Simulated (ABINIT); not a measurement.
## GeCl2 (P-3m1): third-order response

Which lines does GeCl2 (P-3m1) show in Raman and infrared spectra?

Method: DFT LDA, scalar-relativistic, plane waves, HGH norm-conserving pseudopotentials, in ABINIT 10.8.3.

The structure was built from a prototype and need not be the compound's stable phase.

## 1. Set-up

Symmetry: P-3m1, No. 164, trigonal system. Conventional cell: a = 3.930 Å, b = 3.930 Å, c = 6.366 Å, α = 90.00°, β = 90.00°, γ = 120.00°. Ge has 6 Cl at 2.77 Å nearest. Nearest to Cl lie 3 Ge at 2.77 Å. Farther neighbours and most contacts between anions are not listed.

## 2. A first look

A first run with smearing and empty bands tells whether the crystal has a gap, which decides between fixed occupations and smearing later on.

File probe.abi:

```
# ground state
tolvrs 1.0d-08
prtden 1
prtwf 1

# basis, mesh and filling
ecut 24.0
ixc 7
ngkpt 6 6 4
nshiftk 1
shiftk 0.0 0.0 0.0
istwfk *1
occopt 7
tsmear 0.005
nband 15
nstep 100
diemac 9.0
prtebands 0
prtgsr 0

# cell and atoms
acell 3*1.0 Angstrom
rprim 
    3.929501834 0.0 0.0
    -1.964750917 3.403048412 0.0
    0.0 0.0 6.36579
ntypat 2
znucl 32 17
natom 3
typat 1 2 2
xred 
    0.0 0.0 0.0
    1/3 2/3 0.25
    2/3 1/3 0.75
pp_dirpath "./pseudo"
pseudos "Ge.hgh, Cl.hgh"
```

Run with:

```bash
$ OMP_NUM_THREADS=1 mpirun -n 4 abinit probe.abi > probe.log
```

Numbers of over 12 decimals in the logs are rounded to 6 here.

probe.abo, the main output file:

```text
[banners, grids, parts of the stress and lines that vanish by symmetry left out]
- input  file    -> probe.abi
- output file    -> probe.abo
- root for input  files -> probei
[...]
Symmetries : space group P-3 m 1 (#164); Bravais hP (primitive hexag.)
[...]
mpw =        3273          nfft =       69984          nkpt =          24
[...]
== DATASET  1 ==================================================================
[...]
cutoff_energies: {ecut:  24.0, pawecutdg:  -1.0, }
[...]
Exchange-correlation functional for the present dataset will be:
  LDA: Perdew-Wang 92 LSD fit to Ceperley-Alder data - ixc=7
[...]
ETOT  1  -33.829176141033    -3.383E+01 3.693E-02 1.151E+03
 ETOT  2  -33.947586678762    -1.184E-01 1.994E-02 4.131E+02
 ETOT  3  -34.023779343622    -7.619E-02 1.550E-03 1.752E+01
 ETOT  4  -34.026471736282    -2.692E-03 1.667E-04 2.646E-01
 ETOT  5  -34.026497014378    -2.528E-05 8.956E-05 2.421E-02
[...]
ETOT  9  -34.026500077431    -5.540E-11 6.369E-05 2.287E-08
 ETOT 10  -34.026500077434    -2.998E-12 2.980E-05 6.884E-11
 At SCF step   10       vres2   =  6.88E-11 < tolvrs=  1.00E-08 =>converged.
[...]
sigma(1 1)=  2.26050032E-04  sigma(3 2)=  0.00000000E+00
  sigma(2 2)=  2.26050032E-04  sigma(3 1)=  0.00000000E+00
  sigma(3 3)=  2.52242546E-04  sigma(2 1)=  0.00000000E+00
[...]
convergence: {deltae: -2.998E-12, res2:  6.884E-11, residm:  2.980E-05, diffor: null, }
etotal    :  -3.40265001E+01
[...]
sigma(1 1)=  2.26050032E-04  sigma(3 2)=  0.00000000E+00
  sigma(2 2)=  2.26050032E-04  sigma(3 1)=  0.00000000E+00
  sigma(3 3)=  2.52242546E-04  sigma(2 1)=  0.00000000E+00
[...]
- sigma(1 1)=  6.65062154E+00  sigma(3 2)=  0.00000000E+00
- sigma(2 2)=  6.65062155E+00  sigma(3 1)=  0.00000000E+00
- sigma(3 3)=  7.42123191E+00  sigma(2 1)=  0.00000000E+00
[...]
fcart      1.9339333393E-28  1.1165569342E-28 -1.1564823173E-18
           strten      2.2605003165E-04  2.2605003182E-04  2.5224254581E-04
================================================================================

[key lines of the parts left out:]
pressure_GPa:  -6.9075E+00
```

Elapsed: 8.1 s, on 4 MPI ranks of Arm Neoverse V2, shared host; 32 s of CPU time.

This step gave:

* volume per atom: 28.38 Å³
* pressure: -6.907 GPa
* gap on the k-mesh: 2.558 eV

A gap of 2.6 eV opens on this mesh, so the crystal is taken as an insulator; the printed pressure holds the stress of the finite basis too.

## 3. Rough relaxation

The typed start is rough, so a first relaxation with smearing and loose thresholds takes it towards rest cheaply.

File prerelax.abi:

```
# relaxation
ionmov 2
optcell 2
dilatmx 1.15
chkdilatmx 0
ntime 40
tolmxf 3.0d-04
tolvrs 1.0d-10
prtwf 0
prtden 0
chksymtnons 0

# basis, mesh and filling
ecut 25.0
ecutsm 3.0
ixc 7
ngkpt 6 6 4
nshiftk 1
shiftk 0.0 0.0 0.0
istwfk *1
occopt 7
tsmear 0.005
nband 15
nstep 100
diemac 9.0
prtebands 0
prtgsr 0

# cell and atoms
acell 3*1.0 Angstrom
rprim 
    3.929501834 0.0 0.0
    -1.964750917 3.403048412 0.0
    0.0 0.0 6.36579
ntypat 2
znucl 32 17
natom 3
typat 1 2 2
xred 
    0.0 0.0 0.0
    1/3 2/3 0.25
    2/3 1/3 0.75
pp_dirpath "./pseudo"
pseudos "Ge.hgh, Cl.hgh"
```

Run with:

```bash
$ OMP_NUM_THREADS=1 mpirun -n 4 abinit prerelax.abi > prerelax.log
```

prerelax.abo, the main output file:

```text
[banners, grids, parts of the stress and lines that vanish by symmetry left out]
- input  file    -> prerelax.abi
- output file    -> prerelax.abo
- root for input  files -> prerelaxi
[...]
Symmetries : space group P-3 m 1 (#164); Bravais hP (primitive hexag.)
[...]
mpw =        5264          nfft =      102400          nkpt =          24
[...]
== DATASET  1 ==================================================================
[...]
cutoff_energies: {ecut:  25.0, pawecutdg:  -1.0, }
[...]
Exchange-correlation functional for the present dataset will be:
  LDA: Perdew-Wang 92 LSD fit to Ceperley-Alder data - ixc=7
[...]
ETOT  1  -33.828304477364    -3.383E+01 3.450E-02 1.689E+03
 ETOT  2  -33.946263488613    -1.180E-01 2.478E-03 6.106E+02
 ETOT  3  -34.023011902060    -7.675E-02 1.558E-03 2.540E+01
 ETOT  4  -34.025679340607    -2.667E-03 7.805E-05 3.974E-01
[...]
ETOT  9  -34.034898337413     3.553E-14 7.429E-09 1.046E-12
 At SCF step    9       vres2   =  1.05E-12 < tolvrs=  1.00E-10 =>converged.
[...]
sigma(1 1)=  1.49067153E-07  sigma(3 2)=  0.00000000E+00
  sigma(2 2)=  1.49067308E-07  sigma(3 1)=  0.00000000E+00
  sigma(3 3)=  1.83198986E-06  sigma(2 1)=  0.00000000E+00
[...]
convergence: {deltae:  3.553E-14, res2:  1.046E-12, residm:  7.429E-09, diffor: null, }
etotal    :  -3.40348983E+01
[...]
At Broyd/MD step  12, gradients are converged :
[...]
sigma(1 1)=  1.49067153E-07  sigma(3 2)=  0.00000000E+00
  sigma(2 2)=  1.49067308E-07  sigma(3 1)=  0.00000000E+00
  sigma(3 3)=  1.83198986E-06  sigma(2 1)=  0.00000000E+00
[...]
- sigma(1 1)=  4.38570706E-03  sigma(3 2)=  0.00000000E+00
- sigma(2 2)=  4.38571161E-03  sigma(3 1)=  0.00000000E+00
- sigma(3 3)=  5.38990025E-02  sigma(2 1)=  0.00000000E+00
[...]
fcart     -6.0172558773E-28 -1.7370321505E-27 -0.0000000000E+00
           strten      1.4906715314E-07  1.4906730763E-07  1.8319898584E-06
================================================================================

[key lines of the parts left out:]
pressure_GPa:  -2.0890E-02
Total energy (etotal) [Ha]= -3.40348983374126E+01
```

Elapsed: 2.1 min, on 4 MPI ranks.

The steps of the relaxation:

| step | energy less that of the first step (eV) | largest force (eV/Å) | volume (Å³) |
| --- | --- | --- | --- |
| 1 | 0.0000 | 0.8177 | 85.13 |
| 2 | -0.0569 | 0.7142 | 83.74 |
| 3 | -0.2235 | 0.2648 | 73.93 |
| 4 | -0.2313 | 0.0495 | 75.70 |
| 5 | -0.2317 | 0.0727 | 75.46 |
| 6 | -0.2321 | 0.0923 | 75.20 |
| 7 | -0.2335 | 0.1309 | 74.50 |
| 8 | -0.2364 | 0.1794 | 73.13 |
| 9 | -0.2405 | 0.2049 | 71.09 |
| 10 | -0.2449 | 0.1522 | 69.90 |
| 11 | -0.2496 | 0.0238 | 70.13 |
| 12 | -0.2501 | 0.0083 | 70.76 |

```csv
"conventional cell, symmetrised",before,after,change
a (Å),3.930,3.789,-3.6 %
b (Å),3.930,3.789,-3.6 %
c (Å),6.366,5.692,-10.6 %
volume (Å³/atom),28.38,23.59,-16.9 %
```

The atoms that moved most (Å, as changes of fractional coordinates times the final cell):

```
atom     dx     dy      dz  length
 Cl2  0.000  0.000   0.045   0.045
 Cl3  0.000  0.000  -0.045   0.045
```

The relaxed structure:

```xyz
3
Lattice="3.7888 0.0000 0.0000 -1.8944 3.2812 0.0000 0.0000 0.0000 5.6917" Properties=species:S:1:pos:R:3 pbc="T T T"
Ge    0.0000    0.0000    0.0000
Cl    0.0000    2.1875    1.4679
Cl    1.8944    1.0937    4.2238
```

This step gave:

```
volume per atom   : 23.59 Å³
pressure          : -0.02089 GPa
gap on the k-mesh : 2.095 eV
```

The volume changes by -16.9 % in this run and stands -16.9 % from the first cell.

## 4. Rough relaxation

The cell changed much, so the rough relaxation is repeated on a basis made for the new cell.

prerelax.abi: that of step 3 with these lines changed.

```diff
@@ -31,5 +31,5 @@
 rprim 
-    3.929501834 0.0 0.0
-    -1.964750917 3.403048412 0.0
-    0.0 0.0 6.36579
+    3.78880079 0.0 0.0
+    -1.894400395 3.281197735 0.0
+    0.0 0.0 5.691705984
 ntypat 2
@@ -40,4 +40,4 @@
     0.0 0.0 0.0
-    1/3 2/3 0.25
-    2/3 1/3 0.75
+    1/3 2/3 0.2578992016
+    2/3 1/3 0.7421007984
 pp_dirpath "./pseudo"
```

prerelax.abo, the main output file:

```text
[banners, grids, parts of the stress and lines that vanish by symmetry left out]
- input  file    -> prerelax.abi
- output file    -> prerelax.abo
- root for input  files -> prerelaxi
[...]
Symmetries : space group P-3 m 1 (#164); Bravais hP (primitive hexag.)
[...]
mpw =        4395          nfft =       96000          nkpt =          24
[...]
== DATASET  1 ==================================================================
[...]
cutoff_energies: {ecut:  25.0, pawecutdg:  -1.0, }
[...]
Exchange-correlation functional for the present dataset will be:
  LDA: Perdew-Wang 92 LSD fit to Ceperley-Alder data - ixc=7
[...]
ETOT  1  -33.880671754280    -3.388E+01 3.014E-02 1.227E+03
 ETOT  2  -33.985868016026    -1.052E-01 7.659E-03 3.815E+02
 ETOT  3  -34.033906228927    -4.804E-02 1.241E-03 8.788E+00
 ETOT  4  -34.034888271782    -9.820E-04 2.442E-04 1.546E-01
 ETOT  5  -34.034896851489    -8.580E-06 7.454E-04 1.529E-02
[...]
ETOT  9  -34.034898309590    -1.003E-11 3.126E-05 2.690E-09
 ETOT 10  -34.034898309589     5.969E-13 2.807E-05 8.888E-12
 At SCF step   10       vres2   =  8.89E-12 < tolvrs=  1.00E-10 =>converged.
[...]
sigma(1 1)=  1.49005964E-07  sigma(3 2)=  0.00000000E+00
  sigma(2 2)=  1.49005623E-07  sigma(3 1)=  0.00000000E+00
  sigma(3 3)=  1.83215420E-06  sigma(2 1)=  0.00000000E+00
[...]
convergence: {deltae:  5.969E-13, res2:  8.888E-12, residm:  2.807E-05, diffor: null, }
etotal    :  -3.40348983E+01
[...]
At Broyd/MD step   1, gradients are converged :
[...]
sigma(1 1)=  1.49005964E-07  sigma(3 2)=  0.00000000E+00
  sigma(2 2)=  1.49005623E-07  sigma(3 1)=  0.00000000E+00
  sigma(3 3)=  1.83215420E-06  sigma(2 1)=  0.00000000E+00
[...]
- sigma(1 1)=  4.38390680E-03  sigma(3 2)=  0.00000000E+00
- sigma(2 2)=  4.38389678E-03  sigma(3 1)=  0.00000000E+00
- sigma(3 3)=  5.39038376E-02  sigma(2 1)=  0.00000000E+00
[...]
fcart      8.0230078326E-28  4.6320857305E-28 -0.0000000000E+00
           strten      1.4900596355E-07  1.4900562284E-07  1.8321542013E-06
================================================================================

[key lines of the parts left out:]
pressure_GPa:  -2.0891E-02
Total energy (etotal) [Ha]= -3.40348983095892E+01
```

Wall time 11 s (4 MPI ranks).

Little changed from the start: no atom moved by 0.005 Å and no cell edge by 0.1 %.

The volume changes by +0.0 % in this run and stands -16.9 % from the first cell.

## 5. Relaxing the cell and atoms

The harmonic expansion needs vanishing forces, and a free crystal bears no stress, so cell and atoms are brought to rest. Stress is more sensitive to the basis than forces are: the last 3 Ha under the cutoff are smoothed with ecutsm, and the cutoff is raised above that of the later runs.

File relax.abi:

```
# relaxation
ionmov 2
optcell 2
dilatmx 1.08
ntime 40
tolmxf 1.0d-05
tolvrs 1.0d-14
prtwf 0
prtden 0
chksymtnons 0

# basis, mesh and filling
ecut 31.0
ecutsm 3.0
ixc 7
ngkpt 6 6 4
nshiftk 1
shiftk 0.0 0.0 0.0
istwfk *1
occopt 1
nband 9
nstep 100
diemac 9.0
prtebands 0
prtgsr 0

# cell and atoms
acell 3*1.0 Angstrom
rprim 
    3.788800793 0.0 0.0
    -1.894400397 3.281197737 0.0
    0.0 0.0 5.691705988
ntypat 2
znucl 32 17
natom 3
typat 1 2 2
xred 
    0.0 0.0 0.0
    1/3 2/3 0.2578992016
    2/3 1/3 0.7421007984
pp_dirpath "./pseudo"
pseudos "Ge.hgh, Cl.hgh"
```

Run with:

```bash
$ OMP_NUM_THREADS=1 mpirun -n 4 abinit relax.abi > relax.log
```

relax.abo, the main output file:

```text
[banners, grids, parts of the stress and lines that vanish by symmetry left out]
- input  file    -> relax.abi
- output file    -> relax.abo
- root for input  files -> relaxi
[...]
Symmetries : space group P-3 m 1 (#164); Bravais hP (primitive hexag.)
[...]
mpw =        5033          nfft =       96000          nkpt =          24
[...]
== DATASET  1 ==================================================================
[...]
cutoff_energies: {ecut:  31.0, pawecutdg:  -1.0, }
[...]
Exchange-correlation functional for the present dataset will be:
  LDA: Perdew-Wang 92 LSD fit to Ceperley-Alder data - ixc=7
[...]
ETOT  1  -33.870591577661    -3.387E+01 5.156E-02 1.268E+03
 ETOT  2  -33.987661697990    -1.171E-01 1.091E-04 4.189E+02
 ETOT  3  -34.041620543639    -5.396E-02 1.199E-03 8.028E+00
 ETOT  4  -34.042472182666    -8.516E-04 2.555E-05 8.454E-02
 ETOT  5  -34.042476450412    -4.268E-06 2.040E-07 1.377E-02
[...]
At SCF step   13       vres2   =  1.79E-16 < tolvrs=  1.00E-14 =>converged.
[...]
sigma(1 1)=  1.41846877E-06  sigma(3 2)=  0.00000000E+00
  sigma(2 2)=  1.41846863E-06  sigma(3 1)=  0.00000000E+00
  sigma(3 3)=  3.68243832E-06  sigma(2 1)=  8.69816516E-14
[...]
convergence: {deltae:  2.842E-13, res2:  1.786E-16, residm:  9.511E-19, diffor: null, }
etotal    :  -3.40424775E+01
[...]
ETOT  1  -34.042477673041    -3.404E+01 2.501E-03 1.522E-03
[...]
At SCF step   10       vres2   =  3.15E-17 < tolvrs=  1.00E-14 =>converged.
[...]
sigma(1 1)=  9.98353739E-07  sigma(3 2)=  0.00000000E+00
  sigma(2 2)=  9.98353605E-07  sigma(3 1)=  0.00000000E+00
  sigma(3 3)=  3.20273215E-06  sigma(2 1)=  8.69514428E-14
[...]
convergence: {deltae:  5.187E-13, res2:  3.146E-17, residm:  2.659E-20, diffor: null, }
etotal    :  -3.40424778E+01
[...]
ETOT  1  -34.042475096479    -3.404E+01 3.185E-03 3.927E-02
[...]
At SCF step   10       vres2   =  8.79E-16 < tolvrs=  1.00E-14 =>converged.
[...]
sigma(1 1)= -1.14889231E-06  sigma(3 2)=  0.00000000E+00
  sigma(2 2)= -1.14889245E-06  sigma(3 1)=  0.00000000E+00
  sigma(3 3)=  6.83631946E-07  sigma(2 1)=  8.67968530E-14
[...]
convergence: {deltae: -3.126E-13, res2:  8.789E-16, residm:  6.249E-19, diffor: null, }
etotal    :  -3.40424787E+01
[...]
ETOT  1  -34.042478744678    -3.404E+01 1.291E-02 1.724E-05
[...]
At SCF step    9       vres2   =  2.61E-16 < tolvrs=  1.00E-14 =>converged.
[...]
sigma(1 1)= -1.15802341E-06  sigma(3 2)=  0.00000000E+00
  sigma(2 2)= -1.15802354E-06  sigma(3 1)=  0.00000000E+00
  sigma(3 3)=  6.00019063E-07  sigma(2 1)=  8.67955871E-14
[...]
convergence: {deltae:  4.263E-14, res2:  2.607E-16, residm:  5.225E-20, diffor: null, }
etotal    :  -3.40424787E+01
[...]
ETOT  1  -34.042477798304    -3.404E+01 1.579E-07 1.441E-02
[...]
sigma(1 1)= -4.77452171E-07  sigma(3 2)=  0.00000000E+00
  sigma(2 2)= -4.77452304E-07  sigma(3 1)=  0.00000000E+00
[...]
convergence: {deltae: -5.258E-13, res2:  2.863E-15, residm:  4.297E-19, diffor: null, }
etotal    :  -3.40424793E+01
[...]
ETOT  1  -34.042479157948    -3.404E+01 1.948E-10 1.704E-03
[...]
convergence: {deltae: -2.700E-13, res2:  1.470E-16, residm:  2.639E-20, diffor: null, }
etotal    :  -3.40424793E+01
[...]
ETOT  1  -34.042479287853    -3.404E+01 4.674E-10 2.306E-04
[...]
convergence: {deltae: -2.416E-13, res2:  2.670E-15, residm:  3.662E-19, diffor: null, }
etotal    :  -3.40424793E+01
[...]
ETOT  1  -34.042479301456    -3.404E+01 2.860E-09 3.894E-05
[...]
convergence: {deltae:  2.061E-13, res2:  3.432E-16, residm:  1.337E-20, diffor: null, }
etotal    :  -3.40424793E+01
[...]
ETOT  1  -34.042479244217    -3.404E+01 7.243E-09 8.901E-04
[...]
convergence: {deltae:  5.826E-13, res2:  8.381E-16, residm:  4.635E-20, diffor: null, }
etotal    :  -3.40424793E+01
[...]
ETOT  1  -34.042479125249    -3.404E+01 3.134E-05 2.036E-03
[...]
convergence: {deltae:  5.471E-13, res2:  2.942E-15, residm:  1.020E-19, diffor: null, }
etotal    :  -3.40424793E+01
[...]
ETOT  1  -34.042478873732    -3.404E+01 2.603E-05 3.948E-03
[...]
At SCF step    9       vres2   =  3.25E-15 < tolvrs=  1.00E-14 =>converged.
[...]
sigma(2 2)=  2.08535684E-07  sigma(3 1)=  0.00000000E+00
  sigma(3 3)=  2.54745996E-07  sigma(2 1)=  8.69422892E-14
[...]
convergence: {deltae: -1.137E-13, res2:  3.248E-15, residm:  2.779E-19, diffor: null, }
etotal    :  -3.40424793E+01
[...]
ETOT  1  -34.042479189154    -3.404E+01 1.403E-07 1.071E-03
[...]
ETOT  8  -34.042479348590    -7.105E-14 1.997E-17 4.954E-13
 ETOT  9  -34.042479348590    -1.705E-13 7.294E-19 2.100E-15
 At SCF step    9       vres2   =  2.10E-15 < tolvrs=  1.00E-14 =>converged.
[...]
sigma(1 1)=  8.84612592E-08  sigma(3 2)=  0.00000000E+00
  sigma(2 2)=  8.84611259E-08  sigma(3 1)=  0.00000000E+00
  sigma(3 3)=  9.46821191E-08  sigma(2 1)=  8.69498644E-14
[...]
convergence: {deltae: -1.705E-13, res2:  2.100E-15, residm:  7.294E-19, diffor: null, }
etotal    :  -3.40424793E+01
[...]
At Broyd/MD step  12, gradients are converged :
[...]
sigma(1 1)=  8.84612592E-08  sigma(3 2)=  0.00000000E+00
  sigma(2 2)=  8.84611259E-08  sigma(3 1)=  0.00000000E+00
  sigma(3 3)=  9.46821191E-08  sigma(2 1)=  8.69498644E-14
[...]
- sigma(1 1)=  2.60262010E-03  sigma(3 2)=  0.00000000E+00
- sigma(2 2)=  2.60261618E-03  sigma(3 1)=  0.00000000E+00
- sigma(3 3)=  2.78564412E-03  sigma(2 1)=  2.55815333E-09
[...]
fcart      9.5220635873E-28 -1.5335315612E-27 -5.6468863150E-22
           strten      8.8461259247E-08  8.8461125910E-08  9.4682119127E-08
================================================================================

[key lines of the parts left out:]
pressure_GPa:  -2.6636E-03
Total energy (etotal) [Ha]= -3.40424793485898E+01
```

Run time: 75 s. Hardware: 4 MPI ranks.

The steps of the relaxation:

```csv
step,energy less that of the first step (eV),largest force (eV/Å),volume (Å³)
1,0.0000,0.0133,70.76
2,0.0000,0.0113,70.74
3,0.0000,0.0010,70.67
4,0.0000,0.0007,70.67
5,0.0000,0.0024,70.70
6,-0.0001,0.0016,70.71
7,-0.0001,0.0011,70.72
8,-0.0001,0.0009,70.72
9,-0.0001,0.0002,70.72
10,-0.0001,0.0004,70.71
11,-0.0001,0.0007,70.70
12,-0.0001,0.0004,70.69
```

| conventional cell, symmetrised | before | after | change |
| --- | --- | --- | --- |
| a (Å) | 3.789 | 3.791 | +0.1 % |
| b (Å) | 3.789 | 3.791 | +0.1 % |
| c (Å) | 5.692 | 5.680 | -0.2 % |
| volume (Å³/atom) | 23.59 | 23.56 | -0.1 % |

The relaxed structure:

```
Ge Cl
1.0
     3.79089    0.00000    0.00000
    -1.89545    3.28301    0.00000
     0.00000    0.00000    5.67984
Ge Cl
1 2
Cartesian
  0.0000 0.0000 0.0000
  0.0000 2.1887 1.4640
  1.8954 1.0943 4.2158
```

Numbers from this step:

* volume per atom: 23.56 Å³
* pressure: -0.002664 GPa

The volume changes by -0.1 % in this run and stands -17.0 % from the first cell.

## 6. Ground state

First-order wavefunctions inherit every error of the ground state, hence the very tight tolvrs. The mesh is shifted off Γ, since shifted meshes converge sums over the zone faster.

File gs.abi:

```
# ground state
tolvrs 1.0d-16
prtden 1
prtwf 1

# basis, mesh and filling
ecut 24.0
ixc 7
ngkpt 6 6 4
nshiftk 1
shiftk 0.0 0.0 0.5
istwfk *1
occopt 1
nband 9
nstep 100
diemac 9.0
prtebands 0
prtgsr 0

# cell and atoms
acell 3*1.0 Angstrom
rprim 
    3.79089302 0.0 0.0
    -1.895446511 3.283009659 0.0
    0.0 0.0 5.679838016
ntypat 2
znucl 32 17
natom 3
typat 1 2 2
xred 
    0.0 0.0 0.0
    1/3 2/3 0.2577568527
    2/3 1/3 0.7422431473
pp_dirpath "./pseudo"
pseudos "Ge.hgh, Cl.hgh"
```

Run with:

```bash
$ OMP_NUM_THREADS=1 mpirun -n 4 abinit gs.abi > gs.log
```

gs.abo, the main output file:

```text
[banners, grids, parts of the stress and lines that vanish by symmetry left out]
- input  file    -> gs.abi
- output file    -> gs.abo
- root for input  files -> gsi
[...]
Symmetries : space group P-3 m 1 (#164); Bravais hP (primitive hexag.)
[...]
mpw =        2694          nfft =       49152          nkpt =          20
[...]
== DATASET  1 ==================================================================
[...]
cutoff_energies: {ecut:  24.0, pawecutdg:  -1.0, }
[...]
Exchange-correlation functional for the present dataset will be:
  LDA: Perdew-Wang 92 LSD fit to Ceperley-Alder data - ixc=7
[...]
ETOT  1  -33.872500642896    -3.387E+01 6.298E-02 6.205E+02
 ETOT  2  -33.986683571828    -1.142E-01 2.034E-04 1.910E+02
 ETOT  3  -34.034786463481    -4.810E-02 1.058E-03 4.323E+00
 ETOT  4  -34.035698154764    -9.117E-04 2.633E-05 4.724E-02
 ETOT  5  -34.035702227792    -4.073E-06 1.757E-07 7.650E-03
[...]
ETOT 12  -34.035703389542    -1.350E-13 1.506E-17 6.391E-14
 ETOT 13  -34.035703389542    -7.816E-14 2.348E-19 7.355E-17
 At SCF step   13       vres2   =  7.35E-17 < tolvrs=  1.00E-16 =>converged.
[...]
sigma(1 1)=  6.34058794E-05  sigma(3 2)=  0.00000000E+00
  sigma(2 2)=  6.34058791E-05  sigma(3 1)=  0.00000000E+00
  sigma(3 3)=  6.35595852E-05  sigma(2 1)=  1.93090149E-13
[...]
convergence: {deltae: -7.816E-14, res2:  7.355E-17, residm:  2.348E-19, diffor: null, }
etotal    :  -3.40357034E+01
[...]
sigma(1 1)=  6.34058794E-05  sigma(3 2)=  0.00000000E+00
  sigma(2 2)=  6.34058791E-05  sigma(3 1)=  0.00000000E+00
  sigma(3 3)=  6.35595852E-05  sigma(2 1)=  1.93090149E-13
[...]
- sigma(1 1)=  1.86546538E+00  sigma(3 2)=  0.00000000E+00
- sigma(2 2)=  1.86546537E+00  sigma(3 1)=  0.00000000E+00
- sigma(3 3)=  1.86998756E+00  sigma(2 1)=  5.68090832E-09
[...]
fcart      1.4533675993E-27  1.0705786369E-27 -0.0000000000E+00
           strten      6.3405879399E-05  6.3405879148E-05  6.3559585227E-05
================================================================================

[key lines of the parts left out:]
pressure_GPa:  -1.8670E+00
```

Elapsed: 3.5 s, on 4 MPI ranks; 13 s of CPU time.

Numbers from this step:

```yaml
pressure: -1.867 GPa
```

The cell stands at -1.9 GPa: the relaxation ran with a smoothed and higher cutoff and on another k mesh.

(Part 1 of 2 ends here.)

[Host names and launcher messages were left out of these logs when they were recorded.]

[Logs are printed without paths, hosts, clocks, repeated set-up lines and the standing remarks that a program may print on its own settings, such as how far it seeks lower states.]

[Hosts, paths, dates, database ids (printed as entryN), source tags and the programs' standing remarks are cut or masked in the printed files.]
